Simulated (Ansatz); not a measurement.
In doubt: the elements are of a kind flagged for part-filled d or f shells, though by formal charges that shell is empty here, so the flag may not apply.

Consider BaTiO3 (Barioperovskite).

The structure is orthorhombic, space group Amm2 (No. 38). Conventional cell: a = 3.986 Å, b = 5.674 Å, c = 5.690 Å, α = 90.00°, β = 90.00°, γ = 90.00°. Ba has 12 O at 2.77 to 2.92 Å nearest. Ti has 6 O at 1.93 to 2.09 Å nearest. O has 2 Ti at 2.00 Å and 4 Ba at 2.77 to 2.92 Å nearest. Nearest to O lie 2 Ti at 1.93 to 2.09 Å and 4 Ba at 2.81 to 2.84 Å. Farther neighbours and most contacts between anions are not listed.

```xyz
5
Lattice="3.9855 0.0000 0.0000 0.0000 2.8369 2.8451 0.0000 -2.8369 2.8451" Properties=species:S:1:pos:R:3 pbc="T T T"
Ba    0.0000    0.0000    0.0000
Ti    1.9928    0.0000    2.9157
O     0.0000    0.0000    2.7735
O     1.9928   -1.3804    4.2594
O     1.9928    1.3804    4.2594
```

The cell and positions come from the Crystallography Open Database and are kept as given unless a step says otherwise. Spin-orbit coupling is left out unless a run names it.

Gaps computed with Ansatz 0.2.0 without a self-energy: LDA 1.83 eV and HSE06+SOC 3.31 eV.

**Question.** Estimate the G0W0@LDA gap with 6×6×6 mesh, 648 empty bands, screening to 270 eV, hard PAW files.

About 3.50 eV: on its mesh the run moves the gap from 1.82 eV by +1.68 eV. Bands and cutoff are finite, so the gap is not at the basis limit. The miss can reach some tenths of an eV and take either sign; the mesh is an error of its own. The many-body steps are scalar-relativistic: spin-orbit coupling is not in them.

[Paths, hosts, dates, memory and timing lines, banners, echoed tables and standing remarks are left out of the program output.]

[Logs are printed without paths, hosts, clocks, repeated set-up lines and the standing remarks that a program may print on its own settings, such as how far it seeks lower states.]

[Runs of the session that timed out or met a known fault of the program may be left out.]

[Cells called generated may have been cut or substituted from an entry of the Crystallography Open Database or the Materials Project.]

[Hosts, paths, dates, database ids (printed as entryN), source tags and the programs' standing remarks are cut or masked in the printed files.]
